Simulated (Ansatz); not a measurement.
# Ag(111) with 4 thermally displaced layers, 2x2: scattering by thermal displacements

Aim: the resistivity of Ag at 80 K from frozen thermal displacements between perfect leads.

Calculated with Ansatz 0.2.0; Ansatz plane-wave DFT, PBE, PAW files; ballistic transport by layer matching (Landauer), zero bias; PAW set soft_1.

### Step 1. The starting structure

The cell holds 40 atoms: 40 Ag. Its edges and angles: a = 5.779 Å, b = 5.779 Å, c = 23.651 Å, α = 93.5°, β = 86.5°, γ = 120.0°. It derives from Ag. Regions: lead, 24 atoms (24 Ag); scattering region, 16 atoms (16 Ag). The structure is stacked along c, and the current runs across the ab planes.

### Step 2. With 4 displaced layers

Each atom of 4 layers is moved at random, by amounts drawn from a normal law 0.0507 Å wide in each direction from the Debye model (225 K) at 80 K. The layers about the cell's end stay perfect and serve as the lead. Disorder leaves little or no symmetry, which makes such runs dear. Energies from -0.05 to 0.05 eV in steps of 0.05 eV are too few for the program's thermal sum, so it prints no conductance; for a metal the transmission near the Fermi level serves, at a fraction of the cost.

Input file input.yaml:

```yaml
crystal:
  lattice:
    - [5.7787594586, 0.0, 0.0]
    - [-2.8893797293, 5.0045524935, 0.0]
    - [1.4446898646, -0.8340920822, 23.5916866996]
  atoms:
    - { symbol: Ag, position: [0.9916666667, 0.0083333333, 0.05] }
    - { symbol: Ag, position: [0.9916666667, 0.5083333333, 0.05] }
    - { symbol: Ag, position: [0.4916666667, 0.0083333333, 0.05] }
    - { symbol: Ag, position: [0.4916666667, 0.5083333333, 0.05] }
    - { symbol: Ag, position: [0.1416666667, 0.3583333333, 0.15] }
    - { symbol: Ag, position: [0.1416666667, 0.8583333333, 0.15] }
    - { symbol: Ag, position: [0.6416666667, 0.3583333333, 0.15] }
    - { symbol: Ag, position: [0.6416666667, 0.8583333333, 0.15] }
    - { symbol: Ag, position: [0.2916666667, 0.2083333333, 0.25] }
    - { symbol: Ag, position: [0.2916666667, 0.7083333333, 0.25] }
    - { symbol: Ag, position: [0.7916666667, 0.2083333333, 0.25] }
    - { symbol: Ag, position: [0.7916666667, 0.7083333333, 0.25] }
    - { symbol: Ag, position: [0.9484118964, 0.0725394153, 0.352630542] }
    - { symbol: Ag, position: [0.9358722637, 0.5551275529, 0.3488672472] }
    - { symbol: Ag, position: [0.4461111946, 0.058033041, 0.3516042134] }
    - { symbol: Ag, position: [0.4334334308, 0.5741603661, 0.3497928762] }
    - { symbol: Ag, position: [0.0970769942, 0.4068148686, 0.4491857454] }
    - { symbol: Ag, position: [0.0999741808, 0.9166091615, 0.4495649921] }
    - { symbol: Ag, position: [0.5941099055, 0.4149645768, 0.4481306212] }
    - { symbol: Ag, position: [0.580627252, 0.9120925389, 0.4485597116] }
    - { symbol: Ag, position: [0.220874063, 0.2499235218, 0.5489956611] }
    - { symbol: Ag, position: [0.2236350675, 0.7432350166, 0.5500786933] }
    - { symbol: Ag, position: [0.7486202676, 0.255706643, 0.5484028522] }
    - { symbol: Ag, position: [0.7487810004, 0.7654880617, 0.5493556161] }
    - { symbol: Ag, position: [0.90179639, 0.1188185261, 0.6495554844] }
    - { symbol: Ag, position: [0.8862046312, 0.6119419665, 0.6505316961] }
    - { symbol: Ag, position: [0.3950353161, 0.0950899072, 0.6485789412] }
    - { symbol: Ag, position: [0.3754932314, 0.5908214203, 0.650271565] }
    - { symbol: Ag, position: [0.0416666667, 0.4583333333, 0.75] }
    - { symbol: Ag, position: [0.0416666667, 0.9583333333, 0.75] }
    - { symbol: Ag, position: [0.5416666667, 0.4583333333, 0.75] }
    - { symbol: Ag, position: [0.5416666667, 0.9583333333, 0.75] }
    - { symbol: Ag, position: [0.1916666667, 0.3083333333, 0.85] }
    - { symbol: Ag, position: [0.1916666667, 0.8083333333, 0.85] }
    - { symbol: Ag, position: [0.6916666667, 0.3083333333, 0.85] }
    - { symbol: Ag, position: [0.6916666667, 0.8083333333, 0.85] }
    - { symbol: Ag, position: [0.8416666667, 0.1583333333, 0.95] }
    - { symbol: Ag, position: [0.8416666667, 0.6583333333, 0.95] }
    - { symbol: Ag, position: [0.3416666667, 0.1583333333, 0.95] }
    - { symbol: Ag, position: [0.3416666667, 0.6583333333, 0.95] }
kpoints:
  mp_grid: { grid: [4, 4, 1] }
hamiltonian:
  xc: pbe
  pseudopotentials: { kind: paw, azcp: { folder: soft_1 } }
scf:
  occupations: { method: fermi_dirac, width: 0.1 }
output:
  transmission: { leads: [[0, 4]], kmesh: [8, 8], e_range: [-0.05, 0.05], de: 0.05 }
  write_potential: true
  write_density: true
  volumetric_format: npy
```

The run is started by

```
ansatz run input.yaml --threads 4 --pin off --max-ram 15360MiB --backend cpu --events-out ev --progress --plain --runs-dir out
```

Numbers of over 12 decimals in the logs are rounded to 6 here.

Output:

```text
Engine: ansatz 0.2.0, aarch64-unknown-linux-gnu
Pseudopotentials: kind: paw
Pseudopotential: Ag, paw, valence charge 19, recommended cutoff 420 eV (normal), soft_1/Ag.paw.azcp
Functional definition: PBE
  parameter kappa = 0.804
  parameter beta = 0.066725
  exchange = pbe_x(kappa = kappa, mu = beta*pi^2/3)
  correlation = pbe_c(beta = beta)
Crystal: 40 atoms, lattice volume = 682.274 Å³
Basis set: ecut = 420 eV, 13363 PW (Γ)
Bands: 456, of which v1, the nominal top of the filled ones, is band 380 counted from 1 (379 counted from 0)
Symmetry: 1 space group operations
Space group: P1 (ITA 1), of the structure as read, at distance tolerance 8.8e-5 Å
k-points: 10 of 16 (time reversal used)
Non-local potential: Ag, projectors of the file, l = 0: 3, l = 1: 2, l = 2: 2, l = 3: 1
PAW form: soft (Blöchl's): semilocal exchange-correlation on the pseudo side does not see the compensation charge
PAW one-centre angular grid: Ag, 590 points (default); XC on 64 Gauss nodes
Initial density: superposition of atomic densities (chi_scale 0.1, normalization cell)
Initial wavefunctions: pseudopotential atomic-orbital guess
Functional: x = pbe(κ = 0.804, μ = 0.219515), c = pbe(β = 0.066725)
SCF iter   1: F=—  HF=-303633.145838 eV  |F-HF|=—  |Δ(HF+E_count)|=         —  Δρ=7.07e-2  dr2=3.65e1  ethr=3.10e-3  ⟨swp⟩=4.0  Hψ=13563  notcnv=0  defer=77
preconditioner: auto → Kerker (q_TF=auto, 2.778 Å⁻¹)  [metal: Δε(μ)=0.055 eV  Ē_g=10.255 eV  σ=0.100 eV  W_gap=0.14  n_scr=260 (ndim 8)  ℏωp=29.8 eV  f_vac=0.000  D(μ)=14.28/eV (n_scr^D=80)]
SCF iter   2: F=—  HF=-303624.573386 eV  |F-HF|=—  |Δ(HF+E_count)|=    8.57e0  Δρ=2.47e-2  dr2=4.47e0  ethr=3.10e-3  ⟨swp⟩=2.1  Hψ=7385  notcnv=0  defer=545
SCF iter   3: F=—  HF=-303623.432177 eV  |F-HF|=—  |Δ(HF+E_count)|=    1.14e0  Δρ=9.67e-3  dr2=5.26e-1  ethr=5.88e-4  ⟨swp⟩=2.3  Hψ=6346  notcnv=0  defer=545
SCF iter   4: F=—  HF=-303623.418331 eV  |F-HF|=—  |Δ(HF+E_count)|=   1.38e-2  Δρ=2.37e-3  dr2=1.95e-2  ethr=6.93e-5  ⟨swp⟩=2.8  Hψ=7744  notcnv=0  defer=540
SCF iter   5: F=—  HF=-303623.425790 eV  |F-HF|=—  |Δ(HF+E_count)|=   7.46e-3  Δρ=3.86e-4  dr2=9.89e-4  ethr=2.56e-6  ⟨swp⟩=2.0  Hψ=6223  notcnv=0  defer=540
SCF iter   6: F=—  HF=-303623.426117 eV  |F-HF|=—  |Δ(HF+E_count)|=   3.28e-4  Δρ=9.63e-5  dr2=7.14e-5  ethr=1.30e-7  ⟨swp⟩=2.0  Hψ=6224  notcnv=0  defer=540
SCF iter   7: F=—  HF=-303623.426359 eV  |F-HF|=—  |Δ(HF+E_count)|=   2.42e-4  Δρ=5.54e-5  dr2=2.00e-5  ethr=9.39e-9  ⟨swp⟩=2.0  Hψ=7803  notcnv=0  defer=540
SCF iter   8: F=—  HF=-303623.426357 eV  |F-HF|=—  |Δ(HF+E_count)|=   2.29e-6  Δρ=1.13e-5  dr2=8.20e-7  ethr=2.64e-9  ⟨swp⟩=2.0  Hψ=7791  notcnv=0  defer=540
SCF iter   9: F=-303623.426357 eV  HF=-303623.426357 eV  |F-HF|=6.47e-8  |Δ(HF+E_count)|=   1.75e-7  Δρ=2.69e-6  dr2=9.44e-8  ethr=1.32e-11  ⟨swp⟩=7.6  Hψ=15972  notcnv=0
SCF 1 converged in 9 iterations: F = -303623.426357 eV  dr2 = 9.44e-8
  greatest PAW one-centre occupation: 1.001 electrons in one spin orbital (limit 2), on the Ag atom at site 16 (counted from 0), in its partial waves of l = 0
transmission: 108 of 1020 steps passed
transmission: 207 of 1020 steps passed
[...]
transmission: 1020 of 1020 steps passed
SCF converged after 9 iterations
Free energy (F): -303623.426357 eV
Harris-Foulkes:  -303623.426357 eV  (|F-HF|=6.47e-8)
Internal energy: -303622.996027 eV  (E = F + TS)
E sigma→0 (E₀):  -303623.211192 eV
Entropy (-TS):   -0.430330 eV (-10.758 meV/atom)
Fermi energy:    17.229452 eV
--- Per-component energies (eV) ---
  E_band       = -9457.389068
  E_kinetic    = 18716.773339
  E_local      = -83489.815411  (includes V_loc(G=0)·N_el)
  E_nonlocal   = 1266.758535
  E_hartree    = 41055.246407
  E_xc         = -6369.640084
  E_vxc        = -8063.272060  (∫ρ·V_xc dr)
  E_paw        = -158212.208518  (= ΣΔE_a)
  E_vpaw       = -19998.401722  (= ΣTr[D̂ρ^β])
  E_aug_tail   = 0.014988  (compensation charges beyond the density's cutoff)
  E_ewald      = -116590.125282
  E_smearing   = -0.430330  (= −TS)
  E_closure    = 0.000000  (closes the sum)
  Σ components = -303623.426357   (vs F -303623.426357, Δ=0.00e0)
--- Band table (eV; the first three rows and the last of 10) ---
  k-point 0: bands = [... 376 lower, 17.3641, 17.7005, 17.7147, 17.7304, 17.7440, 18.0158, 18.0346, 18.2448, ... 72 higher]
  k-point 1: bands = [... 376 lower, 16.8253, 16.8333, 16.9474, 17.0923, 17.1361, 17.2792, 17.5440, 17.7085, ... 72 higher]
  k-point 2: bands = [... 376 lower, 16.7851, 16.8042, 16.9698, 16.9892, 17.3169, 17.3578, 17.5914, 17.6227, ... 72 higher]
  k-point 9: bands = [... 376 lower, 16.8431, 16.8656, 16.8739, 16.8788, 17.5782, 17.5854, 17.5897, 17.6013, ... 72 higher]
--- Transmission ---
  basis      : 253 plane waves across, 30 finite elements along
  points     : 34, standing for a mesh of 8 x 8
  energies   : 3 from -0.050000 to 0.050000 eV about the Fermi level, 0.050000 eV apart; the leads are filled to 0.000000 eV, and channels, transmission and decay are at 0.000000 eV
  crystal 0  : Ag4, at the sites [0, 4], period 2.3592 Å, over 14.16 Å; its Hamiltonian steps by up to 2.2 meV
    offset         : up to 0.0000 Å between an atom of the period and one for which it stands
    channels       : 3.234375e0 a spin
    conductance    : none, the energies end too early or step too widely for 300 K: set another output.transmission.e_range or a lower de, or, where they end at an eighth of basis.ecutwfc, a higher one
  junction   : crystal 0 to crystal 0, 0.70 to 21.93 Å
    transmission   : 3.216229e0 a spin
    conductance    : none, the energies end too early or step too widely for 300 K: set another output.transmission.e_range or a lower de, or, where they end at an eighth of basis.ecutwfc, a higher one
```

It took 14 min on 4 threads of Arm Neoverse N1, shared host; peak memory 6 GiB.

The column dr2 measures how far the density is from self-consistency, as an energy; F and HF (Harris–Foulkes) agree once it is small.

Numbers from this step:

- free energy: -303623.4264 eV
- energy at zero smearing: -303623.2112 eV
- Fermi energy: 17.23 eV
- cell area: 28.92 Å²
- transmission per spin nearest the Fermi level: 3.216
- open channels per spin nearest the Fermi level: 3.234
- step of the lead's potential: 2.2 meV

Per spin. The transmission, zone mean stays at 3.22 for energy from -0.05 to 0.05 eV.

Per spin. The open channels, zone mean, lead stays at 3.23 for energy from -0.05 to 0.05 eV.

Transmission over k1 and k2. At 0.0000 eV from the Fermi level.

Ten even steps from '_' (2.92) to '@' (3.97):
```
__@@____@@______
____@@__@@______
________________
@@@@@@______@@@@
________________
________@@__@@__
________@@____@@
@@______@@______
```
Columns: k1 (b1) from -0.5 to 0.375; rows upwards: k2 (b2) from -0.5 to 0.375.

Open channels over k1 and k2. At 0.0000 eV from the Fermi level.

Ten even steps from '_' (3.00) to '@' (4.00):
```
__@@____@@______
____@@__@@______
________________
@@@@@@______@@@@
________________
________@@__@@__
________@@____@@
@@______@@______
```
Columns: k1 (b1) from -0.5 to 0.375; rows upwards: k2 (b2) from -0.5 to 0.375.

Over the solved energies the transmission per spin lies between 3.22 and 3.22, out of 3.23 channels of the lead on average (up to 3.23).

### Step 3. With 8 displaced layers

Each atom of 8 layers is moved at random, by amounts drawn from a normal law 0.0507 Å wide in each direction from the Debye model (225 K) at 80 K. A fresh draw is used; the growth of the resistance with length is what counts.

System of this step: Ag(111) with 8 thermally displaced layers, 2x2. The cell holds 56 atoms: 56 Ag. Cell: a = 5.779 Å, b = 5.779 Å, c = 33.070 Å, α = 87.5°, β = 92.5°, γ = 120.0°. It derives from Ag. Regions: lead, 24 atoms (24 Ag); scattering region, 32 atoms (32 Ag). The structure is stacked along c, and the current runs across the ab planes.

Input file input.yaml:

```yaml
crystal:
  lattice:
    - [5.7787594586, 0.0, 0.0]
    - [-2.8893797293, 5.0045524935, 0.0]
    - [-1.4446898646, 0.8340920822, 33.0283613795]
  atoms:
    - { symbol: Ag, position: [0.005952381, 0.994047619, 0.0357142857] }
    - { symbol: Ag, position: [0.005952381, 0.494047619, 0.0357142857] }
    - { symbol: Ag, position: [0.505952381, 0.994047619, 0.0357142857] }
    - { symbol: Ag, position: [0.505952381, 0.494047619, 0.0357142857] }
    - { symbol: Ag, position: [0.1845238095, 0.3154761905, 0.1071428571] }
    - { symbol: Ag, position: [0.1845238095, 0.8154761905, 0.1071428571] }
    - { symbol: Ag, position: [0.6845238095, 0.3154761905, 0.1071428571] }
    - { symbol: Ag, position: [0.6845238095, 0.8154761905, 0.1071428571] }
    - { symbol: Ag, position: [0.3630952381, 0.1369047619, 0.1785714286] }
    - { symbol: Ag, position: [0.3630952381, 0.6369047619, 0.1785714286] }
    - { symbol: Ag, position: [0.8630952381, 0.1369047619, 0.1785714286] }
    - { symbol: Ag, position: [0.8630952381, 0.6369047619, 0.1785714286] }
    - { symbol: Ag, position: [0.0429089194, 0.9504986594, 0.2521258501] }
    - { symbol: Ag, position: [0.0521526874, 0.4645829031, 0.2506162962] }
    - { symbol: Ag, position: [0.5434603208, 0.9446898463, 0.2509418866] }
    - { symbol: Ag, position: [0.5380917225, 0.4403461687, 0.2505324112] }
    - { symbol: Ag, position: [0.2218864922, 0.287787213, 0.3207549653] }
    - { symbol: Ag, position: [0.2215898014, 0.7834573896, 0.3200842168] }
    - { symbol: Ag, position: [0.7250815189, 0.2785732087, 0.3221841349] }
    - { symbol: Ag, position: [0.7213160184, 0.7906051173, 0.3223570681] }
    - { symbol: Ag, position: [0.4007699367, 0.1072670241, 0.3947898505] }
    - { symbol: Ag, position: [0.4067751652, 0.5850319514, 0.3942120376] }
    - { symbol: Ag, position: [0.9021549632, 0.100497524, 0.3913127245] }
    - { symbol: Ag, position: [0.9035906822, 0.5882702127, 0.3937269467] }
    - { symbol: Ag, position: [0.0806207637, 0.9064994972, 0.4638215935] }
    - { symbol: Ag, position: [0.0675236636, 0.42470291, 0.4666090581] }
    - { symbol: Ag, position: [0.585975936, 0.9047623722, 0.4634036315] }
    - { symbol: Ag, position: [0.5916534904, 0.4385027418, 0.4649319327] }
    - { symbol: Ag, position: [0.250909642, 0.247060372, 0.5356887887] }
    - { symbol: Ag, position: [0.2505465551, 0.7365119615, 0.536308417] }
    - { symbol: Ag, position: [0.7581246429, 0.2431628254, 0.5353741736] }
    - { symbol: Ag, position: [0.7425325903, 0.7388165259, 0.5375652124] }
    - { symbol: Ag, position: [0.4259055063, 0.0505578126, 0.6091901501] }
    - { symbol: Ag, position: [0.4498618591, 0.5868049199, 0.6072387629] }
    - { symbol: Ag, position: [0.923487781, 0.0504800556, 0.6091738808] }
    - { symbol: Ag, position: [0.9527334333, 0.5573295543, 0.6061500998] }
    - { symbol: Ag, position: [0.1140501346, 0.8785665649, 0.6781563398] }
    - { symbol: Ag, position: [0.1112793867, 0.3885684321, 0.6802510914] }
    - { symbol: Ag, position: [0.6178334307, 0.8963162367, 0.6779272379] }
    - { symbol: Ag, position: [0.604773901, 0.3656256406, 0.6763469283] }
    - { symbol: Ag, position: [0.2958063536, 0.202209694, 0.7508897015] }
    - { symbol: Ag, position: [0.3033240227, 0.7215140239, 0.7512455485] }
    - { symbol: Ag, position: [0.7998404059, 0.2073811942, 0.7489286957] }
    - { symbol: Ag, position: [0.7824922314, 0.7036807075, 0.748266624] }
    - { symbol: Ag, position: [0.4702380952, 0.0297619048, 0.8214285714] }
    - { symbol: Ag, position: [0.4702380952, 0.5297619048, 0.8214285714] }
    - { symbol: Ag, position: [0.9702380952, 0.0297619048, 0.8214285714] }
    - { symbol: Ag, position: [0.9702380952, 0.5297619048, 0.8214285714] }
    - { symbol: Ag, position: [0.1488095238, 0.8511904762, 0.8928571429] }
    - { symbol: Ag, position: [0.1488095238, 0.3511904762, 0.8928571429] }
    - { symbol: Ag, position: [0.6488095238, 0.8511904762, 0.8928571429] }
    - { symbol: Ag, position: [0.6488095238, 0.3511904762, 0.8928571429] }
    - { symbol: Ag, position: [0.3273809524, 0.1726190476, 0.9642857143] }
    - { symbol: Ag, position: [0.3273809524, 0.6726190476, 0.9642857143] }
    - { symbol: Ag, position: [0.8273809524, 0.1726190476, 0.9642857143] }
    - { symbol: Ag, position: [0.8273809524, 0.6726190476, 0.9642857143] }
kpoints:
  mp_grid: { grid: [4, 4, 1] }
hamiltonian:
  xc: pbe
  pseudopotentials: { kind: paw, azcp: { folder: soft_1 } }
scf:
  occupations: { method: fermi_dirac, width: 0.1 }
output:
  transmission: { leads: [[0, 4]], kmesh: [8, 8], e_range: [-0.05, 0.05], de: 0.05 }
  write_potential: true
  write_density: true
  volumetric_format: npy
```

Output:

```text
[...]
Crystal: 56 atoms, lattice volume = 955.184 Å³
Basis set: ecut = 420 eV, 18759 PW (Γ)
Bands: 639, of which v1, the nominal top of the filled ones, is band 532 counted from 1 (531 counted from 0)
Symmetry: 1 space group operations
[...]
k-points: 10 of 16 (time reversal used)
[...]
SCF iter   1: F=—  HF=-425086.136259 eV  |F-HF|=—  |Δ(HF+E_count)|=         —  Δρ=7.06e-2  dr2=5.10e1  ethr=3.10e-3  ⟨swp⟩=4.0  Hψ=19064  notcnv=0  defer=104
[...]
SCF iter  10: F=-425072.569574 eV  HF=-425072.569574 eV  |F-HF|=5.63e-8  |Δ(HF+E_count)|=   2.50e-9  Δρ=1.61e-6  dr2=5.86e-8  ethr=9.40e-12  ⟨swp⟩=8.2  Hψ=23588  notcnv=0
SCF 1 converged in 10 iterations: F = -425072.569574 eV  dr2 = 5.86e-8
[...]
transmission: 141 of 1394 steps passed
transmission: 282 of 1394 steps passed
[...]
transmission: 1394 of 1394 steps passed
SCF converged after 10 iterations
Free energy (F): -425072.569574 eV
[...]
Internal energy: -425071.932791 eV  (E = F + TS)
E sigma→0 (E₀):  -425072.251183 eV
Entropy (-TS):   -0.636783 eV (-11.371 meV/atom)
Fermi energy:    17.154299 eV
[...]
--- Band table (eV; the first three rows and the last of 10) ---
  k-point 0: bands = [... 528 lower, 17.4188, 17.6525, 17.6878, 17.8740, 17.8918, 17.9126, 17.9333, 18.0697, ... 103 higher]
  k-point 1: bands = [... 528 lower, 16.9453, 16.9936, 17.0107, 17.0752, 17.1172, 17.2445, 17.2992, 17.4147, ... 103 higher]
  k-point 2: bands = [... 528 lower, 16.8996, 16.9113, 16.9724, 16.9888, 17.0312, 17.0662, 17.2110, 17.2208, ... 103 higher]
  k-point 9: bands = [... 528 lower, 16.7882, 16.7889, 17.0714, 17.0769, 17.0877, 17.0931, 17.4037, 17.4144, ... 103 higher]
--- Transmission ---
  basis      : 253 plane waves across, 41 finite elements along
  points     : 34, standing for a mesh of 8 x 8
[...]
channels       : 3.328125e0 a spin
[...]
junction   : crystal 0 to crystal 0, 0.70 to 31.37 Å
    transmission   : 3.280107e0 a spin
[...]
```

Wall time 25 min (4 threads); peak memory 9.8 GiB.

Numbers from this step:

```
free energy                                    : -425072.5696 eV
energy at zero smearing                        : -425072.2512 eV
Fermi energy                                   : 17.15 eV
transmission per spin nearest the Fermi level  : 3.280
open channels per spin nearest the Fermi level : 3.328
step of the lead's potential                   : 2.4 meV
```

Per spin. Transmission, zone mean against energy, zero at the Fermi level:

```csv
energy (eV),"transmission, zone mean"
-0.0500,3.28
0.0000,3.28
0.0500,3.20
```

Over the solved energies the transmission per spin lies between 3.20 and 3.28, out of 3.30 channels of the lead on average (up to 3.33).

(Part 1 of 2 ends here.)

[Logs are printed without paths, hosts, clocks, repeated set-up lines and the standing remarks that a program may print on its own settings, such as how far it seeks lower states.]

[Hosts, paths, dates, database ids (printed as entryN), source tags and the programs' standing remarks are cut or masked in the printed files.]
